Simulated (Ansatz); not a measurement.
# H on Hf(0001): change of the work function, part 3 of 4

Aim: the work function of Hf(0001) at several coverages of H (fcc site), and the dipole that each adsorbate carries.

Ansatz 0.2.0; plane-wave DFT, PBE, Ansatz PAW.

So far, work function, upper face (eV): step 2 (the clean slab) 4.33; step 3 (37 atoms, coverage 0.111 ML, cell 3x3) 4.30.

## Step 4: The covered slab, k-mesh 6×6×1, coverage 0.25 ML

System of this step: H/Hf(0001). The cell holds 17 atoms: 16 Hf and 1 H. Its edges and angles: a = 6.400 Å, b = 6.400 Å, c = 26.594 Å, α = 90.0°, β = 90.0°, γ = 60.0°. Vacuum lies along c.

Another coverage, to see how the dipoles act on each other as their distance changes.

input.yaml reads:

```yaml
crystal:
  lattice:
    - [6.4, 0.0, 0.0]
    - [3.2, 5.5425625842, 0.0]
    - [0.0, 0.0, 26.593625136]
  atoms:
    - { symbol: Hf, position: [0.3333333333, 0.3333333333, 0.3384269709] }
    - { symbol: Hf, position: [0.0, 0.0, 0.4336076763] }
    - { symbol: Hf, position: [0.3333333333, 0.3333333333, 0.5328648498] }
    - { symbol: Hf, position: [0.0, 0.0, 0.6223377317] }
    - { symbol: Hf, position: [0.3333333333, 0.8333333333, 0.3384269709] }
    - { symbol: Hf, position: [0.0, 0.5, 0.4336076763] }
    - { symbol: Hf, position: [0.3333333333, 0.8333333333, 0.5328648498] }
    - { symbol: Hf, position: [0.0, 0.5, 0.6223377317] }
    - { symbol: Hf, position: [0.8333333333, 0.3333333333, 0.3384269709] }
    - { symbol: Hf, position: [0.5, 0.0, 0.4336076763] }
    - { symbol: Hf, position: [0.8333333333, 0.3333333333, 0.5328648498] }
    - { symbol: Hf, position: [0.5, 0.0, 0.6223377317] }
    - { symbol: Hf, position: [0.8333333333, 0.8333333333, 0.3384269709] }
    - { symbol: Hf, position: [0.5, 0.5, 0.4336076763] }
    - { symbol: Hf, position: [0.8333333333, 0.8333333333, 0.5328648498] }
    - { symbol: Hf, position: [0.5, 0.5, 0.6223377317] }
    - { symbol: H, position: [0.1666666667, 0.1666666667, 0.6615730291] }
kpoints:
  mp_grid: { grid: [6, 6, 1] }
hamiltonian:
  xc: pbe
scf:
  occupations: { method: fermi_dirac, width: 0.1 }
  convergence: { dr2_threshold: 1.0e-08 }
efield:
  axis: 3
  dipole_correction: true
  ramp_position: 0.97
  ramp_width: 0.06
relax:
  f_tol: 0.02
  max_steps: 60
  constraints: [{ sites: [0, 1, 4, 5, 8, 9, 12, 13] }]
output:
  dos: { projected: true, e_range: [-8, 4] }
  write_potential: true
  write_density: true
  volumetric_format: npy
  elf: true
```

On the command line:

```
$ ansatz run input.yaml --threads 4 --pin off --max-ram 16384MiB --backend cpu --events-out ev --progress --plain --runs-dir out
```

The program printed:

```text
[...]
Crystal: 17 atoms, lattice volume = 943.340 Å³
Basis set: ecut = 420 eV, 18497 PW (Γ), exchange–correlation on 90×90×360 points (8 copies of the dense FFT grid, shifted against one another)
Bands: 251, of which v1, the nominal top of the filled ones, is band 209 counted from 1 (208 counted from 0)
Symmetry: 6 space group operations
[...]
k-points: 7 of 36 (time reversal used)
[...]
SCF iter   1: F=—  HF=-251551.376739 eV  |F-HF|=—  |Δ(HF+E_count)|=         —  Δρ=6.12e-3  dr2=6.93e0  ethr=1.77e-3  p=0.004 e·Å  D=8.59e-4 V/Å  ΔV_dip=-0.02 eV  dr2_dipole=3.22e-1  V_vac-E_F(+/−)=4.42/4.44 eV  ⟨swp⟩=5.7  Hψ=5714  notcnv=0  defer=11
[...]
SCF iter  12: F=-251551.193660 eV  HF=-251551.193660 eV  |F-HF|=1.37e-9  |Δ(HF+E_count)|=   2.65e-9  Δρ=1.95e-7  dr2=1.13e-9  ethr=2.40e-12  p=0.028 e·Å  D=5.39e-3 V/Å  ΔV_dip=-0.14 eV  dr2_dipole=1.97e-10  V_vac-E_F(+/−)=4.23/4.38 eV  ⟨swp⟩=11.0  Hψ=13237  notcnv=0
SCF 1 converged in 12 iterations: F = -251551.193660 eV  dr2 = 1.13e-9
[...]
relax step   1: F+E_penalty+E_count = -251551.19366013 eV  Δ(F+E_penalty+E_count) = +0.000e0 eV  max|allowed force component| = 2.939e-1 eV/Å  Δτ_max = 0.0000 Å  (12 SCF iters, accepted)
[...]
SCF iter  10: F=-251551.172704 eV  HF=-251551.172704 eV  |F-HF|=1.24e-8  |Δ(HF+E_count)|=   4.15e-8  Δρ=6.13e-7  dr2=5.78e-9  ethr=2.40e-12  p=0.025 e·Å  D=4.82e-3 V/Å  ΔV_dip=-0.13 eV  dr2_dipole=2.47e-10  V_vac-E_F(+/−)=4.25/4.37 eV  ⟨swp⟩=17.1  Hψ=16740  notcnv=0
SCF 2 converged in 10 iterations: F = -251551.172704 eV  dr2 = 5.78e-9
relax step   2: F+E_penalty+E_count = -251551.17270369 eV  Δ(F+E_penalty+E_count) = +2.096e-2 eV  max|allowed force component| = 5.696e-1 eV/Å  Δτ_max = 0.0777 Å  (10 SCF iters, rejected (line search))
SCF iter   1: F=—  HF=-251551.212038 eV  |F-HF|=—  |Δ(HF+E_count)|=         —  Δρ=1.57e-3  dr2=1.09e-1  ethr=2.16e-4  p=0.025 e·Å  D=4.82e-3 V/Å  ΔV_dip=-0.13 eV  dr2_dipole=4.93e-3  V_vac-E_F(+/−)=4.25/4.38 eV  ⟨swp⟩=3.0  Hψ=2635  notcnv=0  defer=40
[...]
SCF iter  10: F=-251551.202276 eV  HF=-251551.202276 eV  |F-HF|=7.63e-9  |Δ(HF+E_count)|=   7.01e-8  Δρ=6.07e-7  dr2=7.64e-9  ethr=2.40e-12  p=0.026 e·Å  D=5.06e-3 V/Å  ΔV_dip=-0.13 eV  dr2_dipole=1.30e-9  V_vac-E_F(+/−)=4.24/4.38 eV  ⟨swp⟩=14.9  Hψ=16036  notcnv=0
SCF 3 converged in 10 iterations: F = -251551.202276 eV  dr2 = 7.64e-9
relax step   3: F+E_penalty+E_count = -251551.20227609 eV  Δ(F+E_penalty+E_count) = -8.616e-3 eV  max|allowed force component| = 1.376e-2 eV/Å  Δτ_max = 0.0378 Å  (10 SCF iters, accepted)
[...]
SCF converged after 10 iterations
Free energy (F): -251551.202276 eV
[...]
Internal energy: -251550.452228 eV  (E = F + TS)
E sigma→0 (E₀):  -251550.827252 eV
Entropy (-TS):   -0.750048 eV (-44.120 meV/atom)
Fermi energy:    5.000923 eV
Dipole field:    D = 0.005039 V/Å  (p = 0.026267 e·Å, saw-weighted, corrected)
Work function:   Φ+ = 4.2426 eV   Φ− = 4.3765 eV
[...]
--- Forces (eV/Å), atoms counted from 1 ---
  atom   1  Hf     0.01352713     0.00780989     0.66744550
  atom   2  Hf    -0.00487405    -0.00281404    -0.65802103
  atom   3  Hf    -0.01191536    -0.00687934     0.00253031
  atom   4  Hf     0.00205696     0.00118759     0.00099220
  atom   5  Hf     0.00000000    -0.01561979     0.66744550
  atom   6  Hf    -0.00000000     0.00562807    -0.65802103
  atom   7  Hf     0.00000000     0.01375867     0.00253031
  atom   8  Hf    -0.00000000    -0.00237517     0.00099220
  atom   9  Hf    -0.01352713     0.00780989     0.66744550
  atom  10  Hf     0.00487405    -0.00281404    -0.65802103
  atom  11  Hf     0.01191536    -0.00687934     0.00253031
  atom  12  Hf    -0.00205696     0.00118759     0.00099220
  atom  13  Hf     0.00000000     0.00000000     0.63414650
  atom  14  Hf    -0.00000000    -0.00000000    -0.67544936
  atom  15  Hf     0.00000000     0.00000000     0.01169773
  atom  16  Hf    -0.00000000    -0.00000000    -0.00513078
  atom  17  H     -0.00000000     0.00000000    -0.00411465
  max |Σ_I F_I| component: 9.64e-6 eV/Å
--- Band table (eV; the first three rows and the last of 7) ---
  k-point 0: bands = [... 205 lower, 5.1169, 5.2827, 5.4436, 5.5253, 5.5253, 5.7004, 5.9929, 6.0755, ... 38 higher]
  k-point 1: bands = [... 205 lower, 5.1064, 5.2002, 5.2952, 5.3734, 5.3836, 5.5968, 5.6884, 5.7984, ... 38 higher]
  k-point 2: bands = [... 205 lower, 4.8652, 4.9011, 4.9823, 5.0002, 5.0272, 5.2279, 5.3209, 5.3706, ... 38 higher]
  k-point 6: bands = [... 205 lower, 4.5805, 4.5829, 4.5861, 4.5929, 4.6048, 4.9562, 4.9626, 4.9959, ... 38 higher]
--- Relaxed structure (3 steps of the walk, 2 accepted, 0 SCFs on fresh bases) ---
  F+E_penalty+E_count = -251551.20227609 eV   max|allowed force component| = 1.376e-2 eV/Å
  atoms:
    - { symbol: Hf, position: [0.333333, 0.333333, 0.3384269709] }
    - { symbol: Hf, position: [2.666712e-17, 2.666712e-17, 0.4336076763] }
    - { symbol: Hf, position: [0.332784, 0.332784, 0.533088] }
    - { symbol: Hf, position: [-0.000347749, -0.000347749, 0.623098] }
    - { symbol: Hf, position: [0.333333, 0.833333, 0.3384269709] }
    - { symbol: Hf, position: [5.551115e-17, 0.5, 0.4336076763] }
    - { symbol: Hf, position: [0.332784, 0.834431, 0.533088] }
    - { symbol: Hf, position: [-0.000347749, 0.500695, 0.623098] }
    - { symbol: Hf, position: [0.833333, 0.333333, 0.3384269709] }
    - { symbol: Hf, position: [0.5, 2.666712e-17, 0.4336076763] }
    - { symbol: Hf, position: [0.834431, 0.332784, 0.533088] }
    - { symbol: Hf, position: [0.500695, -0.000347749, 0.623098] }
    - { symbol: Hf, position: [0.833333, 0.833333, 0.3384269709] }
    - { symbol: Hf, position: [0.5, 0.5, 0.4336076763] }
    - { symbol: Hf, position: [0.833333, 0.833333, 0.532179] }
    - { symbol: Hf, position: [0.5, 0.5, 0.621767] }
    - { symbol: H, position: [0.166667, 0.166667, 0.662994] }
```

Run time: 4 min. Hardware: 4 threads of Arm Neoverse V1, shared host; peak memory 5.2 GiB.

Step by step:

```
step  energy less that of the first step (eV)  largest force component (eV/Å)
   1                                   0.0000                          0.2939
   2                                   0.0210                          0.5696
   3                                  -0.0086                          0.0138
```

Relaxation step 2 was tried and not accepted.

The run keeps the 6 symmetry operations that the program found, so distortions that break them were not tested.

The atoms that moved most (Å):

```
atom      dx      dy      dz  length
 H17   0.000   0.000   0.038   0.038
 Hf8   0.000   0.004   0.020   0.021
Hf12   0.003  -0.002   0.020   0.021
 Hf4  -0.003  -0.002   0.020   0.021
Hf15   0.000   0.000  -0.018   0.018
Hf16   0.000   0.000  -0.015   0.015
 Hf3  -0.005  -0.003   0.006   0.008
Hf11   0.005  -0.003   0.006   0.008
```

The relaxed structure:

```xyz
17
Lattice="6.4000 0.0000 0.0000 3.2000 5.5426 0.0000 0.0000 0.0000 26.5936" Properties=species:S:1:pos:R:3
Hf    3.2000    1.8475    9.0000
Hf    0.0000    0.0000   11.5312
Hf    3.1947    1.8445   14.1767
Hf   -0.0033   -0.0019   16.5704
Hf    4.8000    4.6188    9.0000
Hf    1.6000    2.7713   11.5312
Hf    4.8000    4.6249   14.1767
Hf    1.6000    2.7751   16.5704
Hf    6.4000    1.8475    9.0000
Hf    3.2000    0.0000   11.5312
Hf    6.4053    1.8445   14.1767
Hf    3.2033   -0.0019   16.5704
Hf    8.0000    4.6188    9.0000
Hf    4.8000    2.7713   11.5312
Hf    8.0000    4.6188   14.1526
Hf    4.8000    2.7713   16.5350
H     1.6000    0.9238   17.6314
```

This step gave:

| Property | Result |
| --- | --- |
| energy at zero smearing | -251550.8273 eV |
| work function, upper face | 4.243 eV |
| work function, lower face | 4.377 eV |
| dipole along the normal | 0.02627 e·Å |
| step between the vacuum levels | -0.1340 eV |

The density of states has structure finer than the step of the table below, so its rows give means over 0.25 eV. Peaks (eV: height): -1.080: 33.3, -0.900: 72.9, 0.000: 31.0, 0.570: 36.5, 1.080: 66.3, 1.200: 43.2, 1.950: 61.2.

Density of states against energy, zero at the Fermi level; means over each step:

```
energy (eV)  density of states (states/eV a cell)
      -7.25                                     0
      -7.00                                 0.296
      -6.75                                  1.06
      -6.50                                  1.17
      -6.25                                  1.77
      -6.00                                  2.94
      -5.75                                  4.08
      -5.50                                  1.98
      -5.25                                  2.27
      -5.00                                  2.56
      -4.75                                  5.62
      -4.50                                  2.55
      -4.25                                  3.02
      -4.00                                  4.31
      -3.75                                  9.03
      -3.50                                  5.60
      -3.25                                  10.5
      -3.00                                  11.2
      -2.75                                  11.2
      -2.50                                  13.9
      -2.25                                  14.3
      -2.00                                  13.4
      -1.75                                  6.90
      -1.50                                  14.0
      -1.25                                  17.1
      -1.00                                  30.6
      -0.75                                  19.9
      -0.50                                  13.4
      -0.25                                  19.2
       0.00                                  22.2
       0.25                                  20.1
       0.50                                  27.2
       0.75                                  24.0
       1.00                                  30.5
       1.25                                  26.3
       1.50                                  17.0
       1.75                                  19.1
```

Projected DOS per atom over height of the atomic layer and energy from the Fermi level. Layers: Hf4 Hf4 Hf4 Hf4 H from below.

Ten even steps from '0' (0.00 states/eV) to '9' (1.93 states/eV), each cell a mean:
```
67860
45870
97680
96570
94480
63350
79980
54440
23330
34540
33330
23320
22220
11010
11101
00001
00002
00013
00000
00000
00000
00000
```
Columns: height of the atomic layer (Å) from 9 to 17.6 (not evenly spaced); rows upwards: energy from the Fermi level (eV) from -7.96 to 1.95.

ELF in the ca plane at fractional y = 0.000, with atoms of Hf within 0.2 Å of it. It is the smooth field of the valence electrons, not physical close to the nuclei.

Values, 9 rows by 16 columns, each cell a mean:
```
0.48 0.32 0.74 0.38 0.43 0.50 0.34 0.73 0.40 0.10 0.04 0.01 0.00 0.00 0.00 0.00
0.21 0.30 0.24 0.27 0.20 0.21 0.27 0.25 0.25 0.30 0.09 0.01 0.00 0.00 0.00 0.00
0.21 0.34 0.23 0.32 0.20 0.23 0.30 0.26 0.30 0.35 0.10 0.01 0.00 0.00 0.00 0.00
0.38 0.28 0.64 0.32 0.36 0.38 0.30 0.63 0.33 0.13 0.05 0.01 0.00 0.00 0.00 0.00
0.65 0.38 0.82 0.47 0.55 0.70 0.42 0.82 0.50 0.06 0.02 0.00 0.00 0.00 0.00 0.00
0.27 0.26 0.47 0.26 0.28 0.26 0.28 0.45 0.23 0.14 0.03 0.00 0.00 0.00 0.00 0.00
0.23 0.37 0.25 0.36 0.20 0.27 0.31 0.25 0.40 0.39 0.04 0.00 0.00 0.00 0.00 0.00
0.23 0.27 0.34 0.24 0.24 0.21 0.27 0.33 0.22 0.20 0.03 0.00 0.00 0.00 0.00 0.00
0.59 0.36 0.81 0.44 0.51 0.63 0.40 0.80 0.47 0.06 0.02 0.00 0.00 0.00 0.00 0.00
```
Columns run along c (16.0 Å, from fractional 0.34 to 0.94 of the cell), rows up along a (6.4 Å). Atoms in or near the plane, at fractional coordinates: Hf at (0.43, 0.00), Hf at (0.62, 0.00), Hf at (0.43, 0.50), Hf at (0.62, 0.50).

Electrostatic potential energy in the ca plane at fractional y = 0.000, with atoms of Hf within 0.2 Å of it. With pseudopotentials it is smooth inside the atoms' cores, unlike the true potential.

Ten even steps from '0' (-35 eV) to '9' (9 eV), each cell a mean:
```
99986100037999999850000478999999999999999999
88887411268988888873113689999999999999999999
67888766788887678887667899999999999999999999
56789888899875567898888999999999999999999999
56789888899875567898888999999999999999999999
67888765688887678887657899999999999999999999
88887411268988888873113689999999999999999999
99986100037999999850000478999999999999999999
99985001027999999840010378999999999999999999
89986200047999899862001589999999999999999999
78888643578887778876435789999999999999999999
56889877889876567888778899999999999999999999
46789988899875457899888999999999999999999999
56889877889876567888778899999999999999999999
78888633578987778875335789999999999999999999
89986200047999899862001579999999999999999999
99985001027999999840010378999999999999999999
```
Columns run along c (16.0 Å, from fractional 0.34 to 0.94 of the cell; values clipped at the 3rd and 97th percentile), rows up along a (6.4 Å). Atoms in or near the plane, at fractional coordinates: Hf at (0.43, 0.00), Hf at (0.62, 0.00), Hf at (0.43, 0.50), Hf at (0.62, 0.50).

Valence density in the ca plane at fractional y = 0.000, with atoms of Hf within 0.2 Å of it. It is the smooth field of the valence electrons, not physical close to the nuclei.

Ten steps, logarithmic in the rise over the least value, from '0' (0 e/Å³) to '9' (30 e/Å³), each cell a mean:
```
11112689741111111136997310000000000000000000
11111366521011111114664200000000000000000000
21111122110011211111221000000000000000000000
22111111100112221111110000000000000000000000
22111111100112221111110000000000000000000000
21111122210011111111221000000000000000000000
11111366521011111114664200000000000000000000
11112689741111111136997310000000000000000000
11112699841111111137997410000000000000000000
11112578631111111125786200000000000000000000
11111244311011111112442100000000000000000000
21111111110012221111111100000000000000000000
32111111000112321111111100000000000000000000
21111111110012221111111100000000000000000000
11111244311011111112443100000000000000000000
11112578631111111125786200000000000000000000
11112699841111111137997410000000000000000000
```
Columns run along c (16.0 Å, from fractional 0.34 to 0.94 of the cell), rows up along a (6.4 Å). Atoms in or near the plane, at fractional coordinates: Hf at (0.43, 0.00), Hf at (0.62, 0.00), Hf at (0.43, 0.50), Hf at (0.62, 0.50).

The relaxation took 3 steps and lowered the energy by 0.0086 eV; the largest force on the free atoms ends at 0.014 eV/Å.

By hand: a sheet of dipoles makes a step −p/(ε₀A) in the electron's potential. With e/ε₀ = 180.95 V·Å, p = 0.02627 e·Å and A = 35.47 Å², that is −180.95 × (0.02627) / 35.47 = -0.134 eV, and the two vacuum levels of the run differ by -0.134 eV.

The covered face has 4.24 eV, -0.09 eV against the clean one; the bare back face has moved by -0.00 eV, a measure of how thin the slab is.

[end of part 3 of 4]

[Long decimals in the printed logs are rounded to 6 places.]

[Logs are printed without paths, hosts, clocks, repeated set-up lines and the standing remarks that a program may print on its own settings, such as how far it seeks lower states.]

[Hosts, paths, dates, database ids (printed as entryN), source tags and the programs' standing remarks are cut or masked in the printed files.]

[Maps of the electrostatic potential energy from Ansatz leave out the sawtooth potential of an applied field or a dipole correction, so their vacuum need not be flat; planar profiles and work functions include it.]

[The density of states shown here was stored with 400 of the rows of the run's finer table, so its peaks can read low, often by over a quarter, or be missed, and its means over a window can be off by a tenth or more.]
